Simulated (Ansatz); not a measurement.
# Antimonene bilayer (AA') in a perpendicular field

Wanted: the out-of-plane response of the antimonene bilayer (AA'). A positive field points along +c.

Method: plane-wave DFT, PBE-D3(BJ), Ansatz PAW, in Ansatz 0.2.0.

### Step 1. The system as given

The cell holds 4 atoms: 4 Sb. Cell: a = 4.120 Å, b = 4.120 Å, c = 43.600 Å, α = 90.0°, β = 90.0°, γ = 120.0°. Regions: layer 1: antimonene, 2 atoms (2 Sb); layer 2: antimonene, 2 atoms (2 Sb). Vacuum lies along c.

### Step 2. Relaxation

The starting cell is a guess, so the in-plane lattice and the atoms are relaxed first, with the slab cut off from its images along the normal.

The input, input.yaml:

```yaml
crystal:
  lattice:
    - [4.12, 0.0, 0.0]
    - [-2.06, 3.5680246636, 0.0]
    - [0.0, 0.0, 43.5999999986]
  atoms:
    - { symbol: Sb, position: [0.6666666667, 0.3333333333, 0.4277522936] }
    - { symbol: Sb, position: [0.3333333333, 0.6666666667, 0.4655963303] }
    - { symbol: Sb, position: [0.3333333333, 0.6666666667, 0.5344036697] }
    - { symbol: Sb, position: [0.6666666667, 0.3333333333, 0.5722477064] }
  periodic: [true, true, false]
kpoints:
  mp_grid: { grid: [12, 12, 1] }
hamiltonian:
  xc: pbe
  dispersion: d3bj
scf:
  occupations: { method: fermi_dirac, width: 0.05 }
  convergence: { dr2_threshold: 1.0e-09 }
relax:
  f_tol: 0.004
  max_steps: 90
  cell: {}
output:
  write_potential: true
  write_density: true
  volumetric_format: npy
```

On the command line:

```sh
> ansatz run input.yaml --threads 2 --pin off --max-ram 3072MiB --backend cpu --events-out ev --progress --plain --runs-dir out
```

What it wrote:

```text
Warning: relax.cell: scf.convergence.dr2_threshold = 1e-9 eV is looser than the 1.50551394521e-10 eV advised for a relaxation that steers and ends on the stress (1e-10 eV for each atom of the cell: 4, times the square of relax.cell.stress_2d_tol = 0.05 N/m over 16.3 Å (the atoms' height at the walk's start and 5 Å past either face), 3.067e-2 GPa, over a crystal's default 0.05). What an SCF threshold leaves in a stress goes as its square root, and in the free energy as the threshold itself, and one threshold admits the most on a small cell: [figures from the program's tests cut] Set scf.convergence.dr2_threshold to 1.50551394521e-10 eV or tighter. [rest of the remark cut]
Engine: ansatz 0.2.0, aarch64-unknown-linux-gnu
Pseudopotentials: kind: paw
Pseudopotential: Sb, paw, valence charge 15, recommended cutoff 420 eV (normal), Sb.paw.azcp
Functional definition: PBE
  parameter kappa = 0.804
  parameter beta = 0.066725
  exchange = pbe_x(kappa = kappa, mu = beta*pi^2/3)
  correlation = pbe_c(beta = beta)
Crystal: 4 atoms, lattice volume = 640.931 Å³
Basis set: ecut = 420 eV, 12397 PW (Γ), exchange–correlation on 60×60×600 points (8 copies of the dense FFT grid, shifted against one another)
Bands: 36, of which v1, the nominal top of the filled ones, is band 30 counted from 1 (29 counted from 0)
Symmetry: 12 space group operations
Space group: P-6m2 (ITA 187), of the structure as read, at distance tolerance 8.6e-5 Å
k-points: 19 of 144 (time reversal used)
Non-local potential: Sb, projectors of the file, l = 0: 2, l = 1: 2, l = 2: 2, l = 3: 2
PAW form: soft (Blöchl's): semilocal exchange-correlation on the pseudo side does not see the compensation charge
PAW one-centre angular grid: Sb, 590 points (default); XC on 64 Gauss nodes
Initial density: superposition of atomic densities (neutral atoms: chi_scale 0, normalization atom), corrected by the library's trained network
Initial wavefunctions: pseudopotential atomic-orbital guess
Functional: x = pbe(κ = 0.804, μ = 0.219515), c = pbe(β = 0.066725)
SCF iter   1: F=—  HF=-25938.287508 eV  |F-HF|=—  |Δ(HF+E_count)|=         —  Δρ=8.62e-4  dr2=7.62e-3  ethr=1.77e-3  ⟨swp⟩=16.2  Hψ=4421  notcnv=0
preconditioner: auto → LDOS  [metal: Δε(μ)=0.020 eV  Ē_g=7.379 eV  σ=0.050 eV  W_gap=0.10  n_scr=66 (ndim 8)  ℏωp=6.6 eV  f_vac=0.759  D(μ)=3.55/eV (n_scr^D=12)  β→1.0]
SCF iter   2: F=—  HF=-25938.283430 eV  |F-HF|=—  |Δ(HF+E_count)|=   4.08e-3  Δρ=4.16e-4  dr2=9.68e-4  ethr=1.27e-5  ⟨swp⟩=3.2  Hψ=1732  notcnv=0  defer=4
SCF iter   3: F=—  HF=-25938.283642 eV  |F-HF|=—  |Δ(HF+E_count)|=   2.12e-4  Δρ=1.75e-4  dr2=2.31e-4  ethr=1.61e-6  ⟨swp⟩=3.0  Hψ=1436  notcnv=0  defer=4
SCF iter   4: F=—  HF=-25938.283610 eV  |F-HF|=—  |Δ(HF+E_count)|=   3.24e-5  Δρ=6.01e-5  dr2=2.57e-5  ethr=3.85e-7  ⟨swp⟩=2.6  Hψ=1316  notcnv=0  defer=4
SCF iter   5: F=—  HF=-25938.283617 eV  |F-HF|=—  |Δ(HF+E_count)|=   7.57e-6  Δρ=2.04e-5  dr2=4.16e-6  ethr=4.29e-8  ⟨swp⟩=2.8  Hψ=1385  notcnv=0  defer=4
SCF iter   6: F=—  HF=-25938.283596 eV  |F-HF|=—  |Δ(HF+E_count)|=   2.15e-5  Δρ=7.66e-6  dr2=5.56e-7  ethr=6.93e-9  ⟨swp⟩=3.0  Hψ=1387  notcnv=0  defer=4
SCF iter   7: F=—  HF=-25938.283596 eV  |F-HF|=—  |Δ(HF+E_count)|=   5.71e-8  Δρ=2.45e-6  dr2=8.49e-8  ethr=9.27e-10  ⟨swp⟩=2.7  Hψ=1334  notcnv=0  defer=4
SCF iter   8: F=—  HF=-25938.283596 eV  |F-HF|=—  |Δ(HF+E_count)|=   5.13e-9  Δρ=1.12e-6  dr2=9.27e-9  ethr=1.41e-10  ⟨swp⟩=3.9  Hψ=1662  notcnv=0  defer=4
SCF iter   9: F=—  HF=-25938.283596 eV  |F-HF|=—  |Δ(HF+E_count)|=   3.02e-9  Δρ=3.05e-7  dr2=1.22e-9  ethr=1.54e-11  ⟨swp⟩=2.2  Hψ=1285  notcnv=0  defer=4
SCF iter  10: F=-25938.283596 eV  HF=-25938.283596 eV  |F-HF|=4.33e-10  |Δ(HF+E_count)|=   2.51e-9  Δρ=7.47e-8  dr2=9.79e-11  ethr=1.67e-12  ⟨swp⟩=11.4  Hψ=4632  notcnv=0
SCF 1 converged in 10 iterations: F = -25938.283596 eV  dr2 = 9.79e-11
  greatest PAW one-centre occupation: 0.996 electrons in one spin orbital (limit 2), on the Sb atom at site 2 (counted from 0), in its partial waves of l = 2
relax step   1: F+E_penalty+E_count = -25938.28359576 eV  Δ(F+E_penalty+E_count) = +0.000e0 eV  max|allowed force component| = 1.096e0 eV/Å  Δτ_max = 0.0000 Å  P = -0.047 N/m  Ω = 640.931 Å³  fix = [c, alpha, beta]  reactions: c -0.000 N/m  (10 SCF iters, accepted)
Crystal: 4 atoms, lattice volume = 643.606 Å³
Basis set: ecut = 420 eV, 12409 PW (Γ), exchange–correlation on 60×60×600 points (8 copies of the dense FFT grid, shifted against one another)
Initial density: handed on by an earlier stage of this run
Initial wavefunctions: those handed on with the density
iter 1 solved again at ethr=1.38e-4 eV; its pass at ethr=3.10e-3 eV (dr2=8.25e-2 eV) is discarded
SCF iter   1: F=—  HF=-25938.581459 eV  |F-HF|=—  |Δ(HF+E_count)|=         —  Δρ=3.71e-3  dr2=8.18e-2  ethr=1.38e-4  ⟨swp⟩=2.0  Hψ=4360  notcnv=0
preconditioner: auto → LDOS  [insulator: Δε(μ)=0.299 eV  Ē_g=7.390 eV  σ=0.050 eV  W_gap=0.90  n_scr=66 (ndim 8)  ℏωp=6.5 eV  f_vac=0.752  D(μ)=0.24/eV (n_scr^D=2)  ε∞_Penn≈1.8  β→1.0]
SCF iter   2: F=—  HF=-25938.599303 eV  |F-HF|=—  |Δ(HF+E_count)|=   1.78e-2  Δρ=1.74e-3  dr2=1.85e-1  ethr=1.36e-4  ⟨swp⟩=4.6  Hψ=1770  notcnv=0  recentre
SCF iter   3: F=—  HF=-25938.579061 eV  |F-HF|=—  |Δ(HF+E_count)|=   2.02e-2  Δρ=1.45e-3  dr2=5.21e-2  ethr=1.36e-4  ⟨swp⟩=5.0  Hψ=1734  notcnv=0
SCF iter   4: F=—  HF=-25938.574097 eV  |F-HF|=—  |Δ(HF+E_count)|=   4.96e-3  Δρ=2.13e-4  dr2=8.92e-4  ethr=8.69e-5  ⟨swp⟩=2.7  Hψ=974  notcnv=0  defer=2
SCF iter   5: F=—  HF=-25938.573886 eV  |F-HF|=—  |Δ(HF+E_count)|=   2.11e-4  Δρ=4.73e-5  dr2=1.81e-5  ethr=1.49e-6  ⟨swp⟩=3.9  Hψ=1539  notcnv=0  defer=2
SCF iter   6: F=—  HF=-25938.573898 eV  |F-HF|=—  |Δ(HF+E_count)|=   1.16e-5  Δρ=1.20e-5  dr2=7.51e-7  ethr=3.02e-8  ⟨swp⟩=3.1  Hψ=1367  notcnv=0  defer=2
SCF iter   7: F=—  HF=-25938.573882 eV  |F-HF|=—  |Δ(HF+E_count)|=   1.60e-5  Δρ=3.02e-6  dr2=6.03e-8  ethr=1.25e-9  ⟨swp⟩=3.5  Hψ=1380  notcnv=0  defer=2
SCF iter   8: F=—  HF=-25938.573882 eV  |F-HF|=—  |Δ(HF+E_count)|=   1.40e-7  Δρ=8.53e-7  dr2=5.59e-9  ethr=1.01e-10  ⟨swp⟩=3.7  Hψ=1528  notcnv=0  defer=2
SCF iter   9: F=-25938.573882 eV  HF=-25938.573882 eV  |F-HF|=1.51e-9  |Δ(HF+E_count)|=   2.96e-9  Δρ=1.74e-7  dr2=1.57e-10  ethr=1.67e-12  ⟨swp⟩=12.1  Hψ=4978  notcnv=0
SCF 2 converged in 9 iterations: F = -25938.573882 eV  dr2 = 1.57e-10
  greatest PAW one-centre occupation: 0.996 electrons in one spin orbital (limit 2), on the Sb atom at site 1 (counted from 0), in its partial waves of l = 2
[...]
SCF iter   7: F=—  HF=-25938.701724 eV  |F-HF|=—  |Δ(HF+E_count)|=   1.69e-5  Δρ=3.28e-6  dr2=7.78e-8  ethr=1.45e-9  ⟨swp⟩=3.8  Hψ=1592  notcnv=0
SCF iter   8: F=—  HF=-25938.701724 eV  |F-HF|=—  |Δ(HF+E_count)|=   5.39e-8  Δρ=8.84e-7  dr2=6.18e-9  ethr=1.30e-10  ⟨swp⟩=2.8  Hψ=1331  notcnv=0
SCF iter   9: F=-25938.701724 eV  HF=-25938.701724 eV  |F-HF|=1.82e-10  |Δ(HF+E_count)|=   8.39e-9  Δρ=2.50e-7  dr2=6.01e-10  ethr=1.67e-12  ⟨swp⟩=12.3  Hψ=5064  notcnv=0
SCF 3 converged in 9 iterations: F = -25938.701724 eV  dr2 = 6.01e-10
relax step   3: F+E_penalty+E_count = -25938.70172366 eV  Δ(F+E_penalty+E_count) = -1.278e-1 eV  max|allowed force component| = 2.557e-1 eV/Å  Δτ_max = 0.1950 Å  P = -0.450 N/m  Ω = 632.759 Å³  energy of the carried Pulay correction = +3.101e-4 eV  fix = [c, alpha, beta]  reactions: c -0.000 N/m  (9 SCF iters, accepted)
[...]
relax step   4: F+E_penalty+E_count = -25938.73148273 eV  Δ(F+E_penalty+E_count) = -2.976e-2 eV  max|allowed force component| = 1.454e-1 eV/Å  Δτ_max = 0.0943 Å  P = -0.216 N/m  Ω = 627.135 Å³  energy of the carried Pulay correction = +5.258e-4 eV  fix = [c, alpha, beta]  reactions: c -0.000 N/m  (9 SCF iters, accepted)
[...]
relax step   5: F+E_penalty+E_count = -25938.74183419 eV  Δ(F+E_penalty+E_count) = -1.035e-2 eV  max|allowed force component| = 4.109e-2 eV/Å  Δτ_max = 0.1102 Å  P = -0.018 N/m  Ω = 625.604 Å³  energy of the carried Pulay correction = +5.849e-4 eV  fix = [c, alpha, beta]  reactions: c -0.000 N/m  (9 SCF iters, accepted)
[...]
relax step   6: F+E_penalty+E_count = -25938.74087142 eV  Δ(F+E_penalty+E_count) = +9.628e-4 eV  max|allowed force component| = 7.982e-2 eV/Å  Δτ_max = 0.0220 Å  P = +0.137 N/m  Ω = 620.019 Å³  energy of the carried Pulay correction = +8.015e-4 eV  fix = [c, alpha, beta]  (8 SCF iters, rejected (line search))
[...]
relax step   7: F+E_penalty+E_count = -25938.74217762 eV  Δ(F+E_penalty+E_count) = -3.434e-4 eV  max|allowed force component| = 1.242e-3 eV/Å  Δτ_max = 0.0098 Å  P = -0.003 N/m  Ω = 624.275 Å³  energy of the carried Pulay correction = +6.363e-4 eV  fix = [c, alpha, beta]  reactions: c -0.000 N/m  (8 SCF iters, accepted)
Initial wavefunctions: pseudopotential atomic-orbital guess (no wavefunctions were taken with the density)
iter 1 solved again at ethr=5.13e-7 eV; its pass at ethr=3.10e-3 eV (dr2=3.08e-4 eV) is discarded
SCF iter   1: F=—  HF=-25938.741523 eV  |F-HF|=—  |Δ(HF+E_count)|=         —  Δρ=1.12e-5  dr2=1.01e-7  ethr=5.13e-7  ⟨swp⟩=5.1  Hψ=6649  notcnv=0
eigensolver tolerance schedule: the retry pair's looser diagonalisation over-reported the residual by 3050.61 of it (diagonalisation noise at 1.02 of the residual, at the tolerance the schedule requests for it); recorded, not acted on — ethr = c·dr2/N_el stays at c = 1.0e-1
preconditioner: auto → Resta (q_TF=auto, 1.847 Å⁻¹)  ε∞=1.8  [insulator: Δε(μ)=0.880 eV  Ē_g=7.315 eV  σ=0.050 eV  W_gap=1.00  n_scr=66 (ndim 8)  ℏωp=6.6 eV  f_vac=0.734  D(μ)=0.00/eV (n_scr^D=0)  ε∞_Penn≈1.8  vacuum switching on, ρ_ref=3.9e-3 e/Å³]
SCF iter   2: F=—  HF=-25938.741499 eV  |F-HF|=—  |Δ(HF+E_count)|=   2.38e-5  Δρ=6.05e-6  dr2=3.48e-8  ethr=1.68e-10  ⟨swp⟩=5.0  Hψ=2102  notcnv=0
SCF iter   3: F=—  HF=-25938.741500 eV  |F-HF|=—  |Δ(HF+E_count)|=   9.23e-8  Δρ=1.32e-6  dr2=4.83e-9  ethr=5.79e-11  ⟨swp⟩=2.8  Hψ=1333  notcnv=0
SCF iter   4: F=—  HF=-25938.741500 eV  |F-HF|=—  |Δ(HF+E_count)|=   3.64e-9  Δρ=3.96e-7  dr2=2.96e-9  ethr=8.05e-12  ⟨swp⟩=4.0  Hψ=1492  notcnv=0
SCF iter   5: F=—  HF=-25938.741500 eV  |F-HF|=—  |Δ(HF+E_count)|=  2.69e-10  Δρ=2.78e-7  dr2=1.43e-9  ethr=4.94e-12  ⟨swp⟩=2.5  Hψ=809  notcnv=0
SCF iter   6: F=-25938.741500 eV  HF=-25938.741500 eV  |F-HF|=5.82e-11  |Δ(HF+E_count)|=  1.60e-10  Δρ=7.45e-8  dr2=8.81e-11  ethr=1.67e-12  ⟨swp⟩=14.7  Hψ=4964  notcnv=0
SCF 8 converged in 6 iterations: F = -25938.741500 eV  dr2 = 8.81e-11
relax step   8: F+E_penalty+E_count = -25938.74149957 eV  Δ(F+E_penalty+E_count) = +6.780e-4 eV  max|allowed force component| = 1.311e-3 eV/Å  Δτ_max = 0.0000 Å  P = -0.000 N/m  Ω = 624.275 Å³  fix = [c, alpha, beta]  reactions: c -0.000 N/m  stress off target by 3.06e-4 N/m on what of the cell is left free  SCF on the basis re-selected at this cell (its energy is not comparable with the rows above)  (6 SCF iters)
basis re-selected at this cell: Δ(F+E_penalty+E_count) = +6.780e-4 eV, ΔP = +0.003 N/m vs the last step (what re-selecting the basis moved, of the pressure what is left beyond the Pulay correction that the steps carried, after the strain that the cell walked since its last selection, with what the two solves' SCF thresholds leave and, on support functions, any second-order correction that the steps lacked; it is no m [...]
WARN: The output density's exchange-correlation potential varies sharply where the density is thin. Do not read a vacuum level from v_tot or v_xc, or from such a field of the output density. On a cell that repeats whose density bears no net charge and no dipole along the vacuum's axis use v_es (v_loc + v_h of the components); under efield.dipole_correction with no amplitude use v_es + v_field, which holds any externa [...]
SCF converged after 6 iterations
Free energy (F): -25938.741500 eV
Harris-Foulkes:  -25938.741500 eV  (|F-HF|=5.82e-11)
Internal energy: -25938.741489 eV  (E = F + TS)
E sigma→0 (E₀):  -25938.741494 eV
Entropy (-TS):   -0.000010 eV (-0.003 meV/atom)
Fermi energy:    -4.257915 eV
--- Per-component energies (eV) ---
  E_band       = -1516.103780
  E_kinetic    = 826.350046
  E_local      = -177214.977317  (includes V_loc(G=0)·N_el)
  E_nonlocal   = 1448.557608
  E_hartree    = 87891.822964
  E_xc         = -552.145788
  E_vxc        = -382.519706  (∫ρ·V_xc dr)
  E_paw        = -18301.021172  (= ΣΔE_a)
  E_vpaw       = -1977.159023  (= ΣTr[D̂ρ^β])
  E_aug_tail   = -0.000006  (compensation charges beyond the density's cutoff)
  E_ewald      = 79963.806966
  E_disp       = -1.134790  (pairwise vdW)
  E_smearing   = -0.000010  (= −TS)
  E_closure    = -0.000000  (closes the sum)
  Σ components = -25938.741500   (vs F -25938.741500, Δ=0.00e0)
--- Forces (eV/Å), atoms counted from 1 ---
  atom   1  Sb     0.00000000    -0.00000000    -0.00131058
  atom   2  Sb     0.00000000     0.00000000    -0.00003547
  atom   3  Sb     0.00000000     0.00000000     0.00003547
  atom   4  Sb     0.00000000    -0.00000000     0.00131058
  max |Σ_I F_I| component: 9.25e-18 eV/Å
--- 2D stress c σ (N/m, compression-positive) ---
       -0.000306      -0.000000       0.000000
        0.000000      -0.000306       0.000000
        0.000000       0.000000       0.000000
  P = ½ c Tr σ = -0.0003 N/m
--- Band table (eV; the first three rows and the last of 19) ---
  k-point 0: bands = [... 26 lower, -4.7346, -4.7346, -4.6832, -4.6832, -3.1645, -2.7270, -1.9860, -1.9860, ... 2 higher]
  k-point 1: bands = [... 26 lower, -5.4360, -4.9134, -4.8945, -4.8621, -2.6759, -2.3713, -2.0896, -1.8379, ... 2 higher]
  k-point 2: bands = [... 26 lower, -5.8780, -5.3082, -5.2571, -4.8792, -3.0832, -2.8127, -1.5333, -1.5149, ... 2 higher]
  k-point 18: bands = [... 26 lower, -7.0762, -6.7458, -6.6092, -6.3297, -3.6429, -3.1934, -1.6703, -1.6558, ... 2 higher]
  the weakly bound empty levels are not read free of the cell's end (no_gap_told)
--- Relaxed structure (7 steps of the walk, 6 accepted, 1 SCFs on fresh bases) ---
  F+E_penalty+E_count = -25938.74149957 eV   max|allowed force component| = 1.311e-3 eV/Å   (the final SCF, on the basis selected at the relaxed cell)
  cell:  # Å, volume = 624.2746 Å³
    - [4.066111, 0, 0.0]
    - [-2.033056, 3.521356, 0.0]
    - [0.0, 0.0, 43.5999999986]
  atoms:
    - { symbol: Sb, position: [0.666667, 0.333333, 0.415759] }
    - { symbol: Sb, position: [0.333333, 0.666667, 0.453657] }
    - { symbol: Sb, position: [0.333333, 0.666667, 0.546343] }
    - { symbol: Sb, position: [0.666667, 0.333333, 0.584241] }
```

The job ended after 4.8 min (2 threads of Arm Neoverse N1, shared host; peak memory 0.88 GiB; 9.5 min of CPU time).

Reading the cycles: dr2 is the Hartree energy of the density residual (eV), the measure of convergence; HF is the Harris–Foulkes estimate of the energy, which meets the free energy F at convergence.

Relaxation path:

| step | energy less that of the first step (eV) | largest force component (eV/Å) | volume (Å³) |
| --- | --- | --- | --- |
| 1 | 0.0000 | 1.0964 | 640.93 |
| 2 | -0.2903 | 0.5289 | 643.61 |
| 3 | -0.4181 | 0.2557 | 632.76 |
| 4 | -0.4479 | 0.1454 | 627.13 |
| 5 | -0.4582 | 0.0411 | 625.60 |
| 6 | -0.4573 | 0.0798 | 620.02 |
| 7 | -0.4586 | 0.0012 | 624.27 |
| 8* | -0.4579 | 0.0013 | 624.27 |

Relaxation steps marked * repeat the geometry before them on a plane-wave basis chosen anew for their cell, so energy and pressure can jump there. Relaxation step 6 was tried and not accepted.

The run keeps the 12 symmetry operations that the program found, so distortions that break them were not tested.

| cell as run | before | after | change |
| --- | --- | --- | --- |
| a (Å) | 4.120 | 4.066 | -1.3 % |
| b (Å) | 4.120 | 4.066 | -1.3 % |

The atoms that moved most (Å, along periodic axes as changes of fractional coordinates times the final cell, across vacuum about the mean position):

| atom | dx | dy | dz | length |
| --- | --- | --- | --- | --- |
| Sb1 | 0.000 | 0.000 | -0.523 | 0.523 |
| Sb4 | 0.000 | 0.000 | 0.523 | 0.523 |
| Sb3 | 0.000 | 0.000 | 0.521 | 0.521 |
| Sb2 | 0.000 | 0.000 | -0.521 | 0.521 |

The lattice constant a goes from 4.120 to 4.066 Å.

(Part 1 of 2 ends here.)

[Long decimals in the printed logs are rounded to 6 places.]

[Logs are printed without paths, hosts, clocks, repeated set-up lines and the standing remarks that a program may print on its own settings, such as how far it seeks lower states.]

[Hosts, paths, dates, database ids (printed as entryN), source tags and the programs' standing remarks are cut or masked in the printed files.]

[Maps of the electrostatic potential energy from Ansatz leave out the sawtooth potential of an applied field or a dipole correction, so their vacuum need not be flat; planar profiles and work functions include it.]
